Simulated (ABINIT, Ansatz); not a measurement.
Computed results, one entry a study.

```cif
data_altlo2
_symmetry_space_group_name_H-M 'Fd-3m:1'
_symmetry_Int_Tables_number 227
_cell_length_a 8.0854
_cell_length_b 8.0854
_cell_length_c 8.0854
_cell_angle_alpha 90.000
_cell_angle_beta 90.000
_cell_angle_gamma 90.000
_cell_volume 528.58
loop_
_atom_site_label
_atom_site_type_symbol
_atom_site_symmetry_multiplicity
_atom_site_Wyckoff_symbol
_atom_site_fract_x
_atom_site_fract_y
_atom_site_fract_z
_atom_site_occupancy
Al1 Al 8 b 0.25000 0.75000 0.25000 1
Tl1 Tl 8 a 0.25000 0.25000 0.25000 1
O1 O 16 d 0.12500 0.62500 0.12500 1
_calc_subject 'Quasiparticle gap of AlTlO2 (Fd-3m) in ABINIT'
_calc_method 'RPA screening on LDA, plane waves, norm-conserving pseudopotentials (and 2 further levels or steps)'
_calc_program 'ABINIT 10.8.3'
_calc_settings 'cutoff 42 Ha, PseudoDojo scalar-relativistic 0.4.1 stringent, norm-conserving, ngkpt (2, 2, 2), nband 100, ecuteps 3.6 Ha, inclvkb 2, shiftk (0, 0, 0), symchi 1, awtr 1, frequency ppm, 2×2×2 k-mesh'
_calc_notes 'The program’s warnings: nproc spkpt=  >= nkpt= * nsppol=. The cell and positions are those that the Materials Project relaxed with its own functionals (PBE, PBE+U or r2SCAN), kept fixed. Limits: no spin-orbit coupling. Local fields lower the RPA ε∞ on this mesh from 6.05 to 5.42; a Γ-centred mesh this coarse tends to raise both, most where the direct gap is narrow, while a short band sum lowers them. The 2×2×2 mesh is coarse for this cell, which bears on the long-range parts of exchange and screening.'
_calc_lda_gap '2.15 eV, indirect'
_calc_g0w0_gap_on_the_mesh '3.72 eV'
_calc_g0w0_gap_over_the_zone_rigid_shift '3.38 eV'
_calc_gw_settings '2×2×2 mesh, 100 bands, screening to 98 eV, Godby-Needs plasmon pole'
_calc_known_limits 'short of the basis limit; no spin-orbit coupling; coarse k mesh'
```

[Long decimals in the printed logs are rounded to 6 places.]

[Logs are printed without paths, hosts, clocks, repeated set-up lines and the standing remarks that a program may print on its own settings, such as how far it seeks lower states.]

[Paths, hosts, dates, memory and timing lines, banners, echoed tables and standing remarks are left out of the program output; an Ansatz launch command may be rebuilt from the run's recorded settings. Measured values are a selection of at most five: reports struck by readers or far from the other reports are left out. None is set beside runs whose start may be inverted or whose files or cutoffs have a known fault.]

[Runs of the session that timed out or met a known fault of the program may be left out.]

[Hosts, paths, dates, database ids (printed as entryN), source tags and the programs' standing remarks are cut or masked in the printed files.]

[G0W0 gaps are taken among the corrected bands and points alone; a level outside them can change the order at an edge.]

[Where Ansatz stands beside ABINIT at settings called matched, ABINIT's density can come from a denser mesh and the files from another edition; pairs whose starting gaps differed by over 0.03 eV were left out, so agreement reads better than it is.]
